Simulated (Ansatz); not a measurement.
# Se on Ta(110): change of the work function, part 4 of 4

Wanted: Δφ(θ) for Se/Ta(110), starting from the hollow site.

Ansatz 0.2.0; plane-wave DFT, PBE, Ansatz PAW.

So far, work function, upper face (eV): step 2 (the clean slab) 4.77; step 3 (37 atoms, coverage 0.111 ML, cell 3x3) 4.76; step 4 (17 atoms, coverage 0.25 ML, cell 2x2) 4.84; step 5 (18 atoms, coverage 0.5 ML, cell 2x2) 4.45.

## (6) Adsorbate added, k-mesh 12×12×1, coverage 1 ML

System of this step: Se/Ta(110). The cell holds 5 atoms: 4 Ta and 1 Se. Cell: a = 2.867 Å, b = 2.867 Å, c = 27.460 Å, α = 90.0°, β = 90.0°, γ = 70.5°. Vacuum lies along c.

Another coverage, to see how the dipoles act on each other as their distance changes.

File input.yaml:

```yaml
crystal:
  lattice:
    - [2.3405234457, -1.655, 0.0]
    - [2.3405234457, 1.655, 0.0]
    - [0.0, 0.0, 27.4604676772]
  atoms:
    - { symbol: Ta, position: [0.0, 0.0, 0.3277438719] }
    - { symbol: Ta, position: [0.5, 0.5, 0.4129763404] }
    - { symbol: Ta, position: [0.0, 0.0, 0.4982961422] }
    - { symbol: Ta, position: [0.5, 0.5, 0.5802085114] }
    - { symbol: Se, position: [0.84, 0.84, 0.6722561281] }
kpoints:
  mp_grid: { grid: [12, 12, 1] }
hamiltonian:
  xc: pbe
scf:
  occupations: { method: fermi_dirac, width: 0.1 }
  convergence: { dr2_threshold: 1.0e-08 }
efield:
  axis: 3
  dipole_correction: true
  ramp_position: 0.97
  ramp_width: 0.06
relax:
  f_tol: 0.02
  max_steps: 60
  constraints: [{ sites: [0, 1] }]
output:
  write_potential: true
  write_density: true
  volumetric_format: npy
```

Launch:

```sh
$ ansatz run input.yaml --threads 4 --pin off --max-ram 16384MiB --backend cpu --events-out ev --progress --plain --runs-dir out
```

Output:

```text
[...]
Crystal: 5 atoms, lattice volume = 212.740 Å³
Basis set: ecut = 420 eV, 4177 PW (Γ), exchange–correlation on 40×40×384 points (8 copies of the dense FFT grid, shifted against one another)
Bands: 41, of which v1, the nominal top of the filled ones, is band 34 counted from 1 (33 counted from 0)
Symmetry: 2 space group operations
[...]
F+E_penalty+E_count = -45197.47604160 eV   max|allowed force component| = 2.290e-3 eV/Å
  atoms:
    - { symbol: Ta, position: [0.0, 0.0, 0.327744] }
    - { symbol: Ta, position: [0.5, 0.5, 0.412976] }
    - { symbol: Ta, position: [-0.000994846, -0.000994846, 0.497442] }
    - { symbol: Ta, position: [0.491600, 0.491600, 0.583032] }
    - { symbol: Se, position: [0.876625, 0.876625, 0.656141] }
[key lines of the parts left out:]
SCF converged after 7 iterations
Free energy (F): -45197.476042 eV
Fermi energy:    5.050101 eV
Dipole field:    D = 0.025119 V/Å  (p = 0.029532 e·Å, saw-weighted, corrected)
Work function:   Φ+ = 4.0951 eV   Φ− = 4.7848 eV
```

It took 56 s on 4 threads of Arm Neoverse V1, shared host; peak memory 0.68 GiB.

Step by step:

```
step  energy less that of the first step (eV)  largest force component (eV/Å)
   1                                   0.0000                          1.8368
   2                                  -0.4840                          0.6859
   3                                  -0.5390                          0.5646
   4                                  -0.5617                          0.1591
   5                                  -0.5687                          0.0500
   6                                  -0.5689                          0.0023
```

Forces are held to the 2 operations that the program found; a distortion that breaks them can't arise in this run.

The atoms that moved most (Å):

| atom | dx | dy | dz | length |
| --- | --- | --- | --- | --- |
| Se5 | 0.171 | 0.000 | -0.443 | 0.475 |
| Ta4 | -0.039 | 0.000 | 0.078 | 0.087 |
| Ta3 | -0.005 | 0.000 | -0.023 | 0.024 |

The relaxed structure:

```xyz
5
Lattice="2.3405 -1.6550 0.0000 2.3405 1.6550 0.0000 0.0000 0.0000 27.4605" Properties=species:S:1:pos:R:3
Ta    0.0000    0.0000    9.0000
Ta    2.3405    0.0000   11.3405
Ta   -0.0047    0.0000   13.6600
Ta    2.3012    0.0000   16.0103
Se    4.1035    0.0000   18.0179
```

Running mean over 2.341 Å of the planar mean; the ramp of the sawtooth is left out. The electron's electrostatic potential energy less the Fermi level by z:

z (Å), electron's electrostatic potential energy less the Fermi level (eV) and a bar from the least value:
```
      3.5        4.8 ##############################
      4.0        4.8 ##############################
      4.5        4.8 ##############################
      5.0        4.8 ##############################
      5.5        4.7 ##############################
      6.0        4.6 ##############################
      6.5        4.2 #############################
      7.0        3.0 ###########################
      7.5       -0.3 #####################
      8.0       -5.2 ############
      8.5       -8.9 #####
      9.0      -10.1 ##
      9.5      -10.1 ##
     10.0      -10.1 ###
     10.5      -10.0 ###
     11.0      -10.0 ###
     11.5      -10.0 ###
     12.0      -10.1 ##
     12.5      -10.1 ##
     13.0      -10.1 ###
     13.5      -10.0 ###
     14.0      -10.0 ###
     14.5      -10.0 ###
     15.0      -10.0 ###
     15.5      -10.3 ##
     16.0      -10.8 #
     16.5      -11.4 
     17.0      -10.2 ##
     17.5       -7.5 #######
     18.0       -5.2 ###########
     18.5       -3.5 ###############
     19.0       -1.2 ###################
     19.5        1.3 ########################
     20.0        3.3 ###########################
     20.5        3.9 ############################
     21.0        4.1 #############################
     21.5        4.1 #############################
     22.0        4.1 #############################
     22.5        4.1 #############################
     23.0        4.1 #############################
     23.5        4.1 #############################
     24.0        4.1 #############################
```

The relaxation took 6 steps and lowered the energy by 0.57 eV; the largest force on the free atoms ends at 0.0023 eV/Å.

The covered face has 4.10 eV, -0.67 eV against the clean one; the bare back face has moved by -0.03 eV, a measure of how thin the slab is.

## (7) Work function against coverage

This step: plane-wave DFT, PBE, Ansatz PAW; work function against coverage (Ansatz 0.2.0).

The runs are now put side by side.

This step gave:

```
work function of the clean face     : 4.767 eV
largest change of the work function : -0.6718 eV
```

Table of work function of the covered face by coverage:

```
coverage (adsorbates/nm²)  work function of the covered face (eV)
                     0.00                                    4.77
                     1.43                                    4.76
                     3.23                                    4.84
                     6.45                                    4.45
                    12.91                                    4.10
```

The dipole per adsorbate comes from the change of the cell's dipole. Coverage, by row:

| coverage (1/nm²) | coverage (ML) | work function (eV) | change (eV) | dipole per adsorbate, positive end outwards (debye) | mean height of the added atoms over the highest substrate atom (Å) |
| --- | --- | --- | --- | --- | --- |
| 1.434 | 0.1111 | 4.764 | -0.002388 | -0.007 | 1.845 |
| 3.227 | 0.25 | 4.838 | 0.07158 | -0.071 | 1.858 |
| 6.454 | 0.5 | 4.446 | -0.3206 | 0.128 | 1.907 |
| 12.91 | 1 | 4.095 | -0.6718 | 0.131 | 2.008 |

## (8) Outcome

```json
{
  "work function of the clean face": "4.77 eV",
  "work function at 0.11 ML": "4.76 eV",
  "work function at 0.25 ML": "4.84 eV",
  "work function at 0.5 ML": "4.45 eV",
  "work function at 1 ML": "4.10 eV",
  "dipole per adsorbate at 0.11 ML, positive end outwards": "-0.01 D"
}
```

What this shows: At the lowest coverage Se changes the work function of Ta(110) by under 0.15 eV, within the error of so thin a slab; the largest change, -0.67 eV, comes at higher coverage. At the highest coverage the adsorbates are pressed to about 2.9 Å, closer than unbonded atoms of this kind usually come, so a real layer may not reach it. The slab has 4 layers, at the tabulated experimental lattice constant, one starting site was run, and quantum-size effects of a slab this thin can reach one or two tenths of an eV.

[Long decimals in the printed logs are rounded to 6 places.]

[Logs are printed without paths, hosts, clocks, repeated set-up lines and the standing remarks that a program may print on its own settings, such as how far it seeks lower states.]

[Hosts, paths, dates, database ids (printed as entryN), source tags and the programs' standing remarks are cut or masked in the printed files.]

[Maps of the electrostatic potential energy from Ansatz leave out the sawtooth potential of an applied field or a dipole correction, so their vacuum need not be flat; planar profiles and work functions include it.]
